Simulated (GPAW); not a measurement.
# MgO2 (R-3m): G0W0 on several meshes in GPAW

Wanted: mesh dependence and cost of G0W0 for MgO2 (R-3m).

Calculated with GPAW 26.7.0; LDA and many-body steps on it, plane waves.

Most raw output is cut from this account.

## (1) Set-up

Symmetry: R-3m, No. 166, trigonal system. The conventional cell has a = 3.210 Å, b = 3.210 Å, c = 10.482 Å, α = 90.00°, β = 90.00°, γ = 120.00°. Nearest to Mg lie 6 O at 2.11 Å. Nearest to O lie 1 O at 1.49 Å and 3 Mg at 2.11 Å. Farther neighbours and most contacts between anions are not listed.

Coordinates:

```xyz
3
Lattice="1.6048 0.9265 3.4940 -1.6048 0.9265 3.4940 0.0000 -1.8530 3.4940" Properties=species:S:1:pos:R:3 pbc="T T T"
Mg    0.0000    0.0000    0.0000
O     0.0000    0.0000    4.4945
O     0.0000    0.0000    5.9874
```

The cell and positions are those that the Materials Project relaxed with its own functionals (PBE, PBE+U or r2SCAN), kept fixed.

## (2) Empty states on the mesh, 4×4×4 mesh, 210 bands

This step: GPAW 26.7.0; DFT, LDA, plane waves, PAW.

The sums over transitions need many empty states on a uniform mesh; this step solves for them.

The input, run.py:

```python
import json
import numpy as np
from gpaw.mpi import world
from gpaw import GPAW

calc = GPAW('gs.gpw').fixed_density(kpts={'size': (4, 4, 4), 'gamma': True},
    parallel={'domain': 1, 'band': 1},
    txt='nscf.txt')
calc.diagonalize_full_hamiltonian(nbands=210)
calc.write('full.gpw', mode='all')
res = {}
kpts = calc.get_ibz_k_points()
res['kpts'] = kpts
res['eigenvalues'] = [calc.get_eigenvalues(kpt=k) for k in range(len(kpts))]
res['n_electrons'] = calc.get_number_of_electrons()

if world.rank == 0:
    with open('result.json', 'w') as f:
        json.dump(res, f, default=lambda x: x.tolist())
```

Run with:

```
$ mpirun -n 4 gpaw python run.py
```

It took 9.5 s on 4 MPI ranks of Arm Neoverse V2, shared host; peak memory 1 GiB.

This step gave:

* gap: 2.196 eV
* k of the valence top: 0.5, 0.5, 0.5
* k of the conduction bottom: 0.5, 0.5, 0.5
* least direct gap: 2.196 eV
* k points computed: 13
* lowest point of the top converged band, above the valence top: 188.0061 eV

On this mesh the gap is 2.196 eV.

## (3) 4×4×4

Now the one-shot GW correction: screening in the RPA, then the self-energy of the levels asked for.

This step: G0W0 on LDA, plane waves, PAW.

The input, run.py:

```python
import json
import numpy as np
from gpaw.mpi import world
from gpaw.response.g0w0 import G0W0

gw = G0W0('full.gpw',
    filename='gw',
    kpts=[0, 12],
    bands=(9, 13),
    ecut=60,
    nbands=32,
    integrate_gamma='WS',
    ppa=True)
gw.calculate()
res = {mode: {k: v for k, v in r.items() if k != 'sigma_eskwn'}
       for mode, r in gw.all_results.items()}

if world.rank == 0:
    with open('result.json', 'w') as f:
        json.dump(res, f, default=lambda x: x.tolist())
```

Run with:

```
$ mpirun -n 4 gpaw python run.py
```

Elapsed: 12 s, on 4 MPI ranks; peak memory 0.93 GiB; 46 s of CPU time.

Numbers from this step:

```
G0W0 gap on the points computed              : 5.283 eV
least direct G0W0 gap on the computed points : 5.283 eV
Z at the valence top                         : 0.7980
Z at the conduction bottom                   : 0.8171
starting gap on the mesh                     : 2.196 eV
k of the valence top                         : 0.5, 0.5, 0.5
k of the conduction bottom                   : 0.5, 0.5, 0.5
```

The gap on the mesh goes from 2.20 eV to 5.28 eV, a correction of +3.09 eV.

## (4) Empty states on the mesh, 6×6×6 mesh, 42 bands

This step: DFT, LDA, plane waves, PAW.

The input, run.py:

```python
import json
import numpy as np
from gpaw.mpi import world
from gpaw import GPAW

calc = GPAW('gs.gpw').fixed_density(kpts={'size': (6, 6, 6), 'gamma': True},
    nbands=49,
    convergence={'bands': 42},
    txt='nscf.txt')
calc.write('full.gpw', mode='all')
res = {}
kpts = calc.get_ibz_k_points()
res['kpts'] = kpts
res['eigenvalues'] = [calc.get_eigenvalues(kpt=k) for k in range(len(kpts))]
res['n_electrons'] = calc.get_number_of_electrons()

if world.rank == 0:
    with open('result.json', 'w') as f:
        json.dump(res, f, default=lambda x: x.tolist())
```

Run with:

```
$ mpirun -n 4 gpaw python run.py
```

The job ended after 12 s (4 MPI ranks; peak memory 0.73 GiB; 46 s of CPU time).

Numbers from this step:

```
gap                                                           : 2.196 eV
k of the valence top                                          : 0.5, 0.5, 0.5
k of the conduction bottom                                    : 0.5, 0.5, 0.5
least direct gap                                              : 2.196 eV
k points computed                                             : 32
lowest point of the top converged band, above the valence top : 50.2891 eV
```

On this mesh the gap is 2.196 eV.

## (5) 6×6×6

This step: G0W0 on LDA, plane waves, PAW.

The input, run.py:

```python
import json
import numpy as np
from gpaw.mpi import world
from gpaw.response.g0w0 import G0W0

gw = G0W0('full.gpw',
    filename='gw',
    kpts=[0, 31],
    bands=(9, 13),
    ecut=60,
    nbands=32,
    integrate_gamma='WS',
    ppa=True)
gw.calculate()
res = {mode: {k: v for k, v in r.items() if k != 'sigma_eskwn'}
       for mode, r in gw.all_results.items()}

if world.rank == 0:
    with open('result.json', 'w') as f:
        json.dump(res, f, default=lambda x: x.tolist())
```

Run with:

```
$ mpirun -n 4 gpaw python run.py
```

It took 64 s on 4 MPI ranks; peak memory 1.5 GiB.

Numbers from this step:

```yaml
g0w0_gap_on_the_points_computed: 5.254 eV
least_direct_g0w0_gap_on_the_computed_points: 5.254 eV
z_at_the_valence_top: 0.7987
z_at_the_conduction_bottom: 0.8178
starting_gap_on_the_mesh: 2.196 eV
k_of_the_valence_top: 0.5, 0.5, 0.5
k_of_the_conduction_bottom: 0.5, 0.5, 0.5
```

Against G0W0 in GPAW (4×4×4 mesh, 32 bands, screening to 60 eV, Godby-Needs plasmon pole), the gap moves by −0.029 eV.

## (6) The runs together

Times are wall times on 4 MPI ranks of Arm Neoverse V2, shared host, good to a factor of about two.

| run | mesh | bands | screening cutoff (eV) | DFT gap (eV) | gap on the mesh (eV) | direct (eV) | time |
| --- | --- | --- | --- | --- | --- | --- | --- |
| 4×4×4 | 4×4×4 | 32 | 60 | 2.196 | 5.283 | 5.283 | 12 s |
| 6×6×6 | 6×6×6 | 32 | 60 | 2.196 | 5.254 | 5.254 | 64 s |

## (7) Summary of results

```json
{
  "4×4×4": "5.283 eV",
  "6×6×6": "5.254 eV",
  "known limits": "not at the basis limit; coarse k mesh"
}
```

What this shows: 6×6×6: −0.029 eV against 4×4×4. Bands and cutoff are finite, so the gap is not at the basis limit. The miss can reach some tenths of an eV and take either sign; the mesh is an error of its own. These stock PAW sets were not made for GW. In the G0W0 runs levels were corrected at 2 k points alone, so a gap called «on the mesh» is the least over those, and an edge elsewhere would be missed. The 4×4×4 mesh is coarse for this cell, which bears on the long-range parts of exchange and screening.

[Paths, hosts, dates, memory and timing lines, banners, echoed tables and standing remarks are left out of the program output.]

[Logs are printed without paths, hosts, clocks, repeated set-up lines and the standing remarks that a program may print on its own settings, such as how far it seeks lower states.]

[Runs of the session that timed out or met a known fault of the program may be left out.]

[Hosts, paths, dates, database ids (printed as entryN), source tags and the programs' standing remarks are cut or masked in the printed files.]
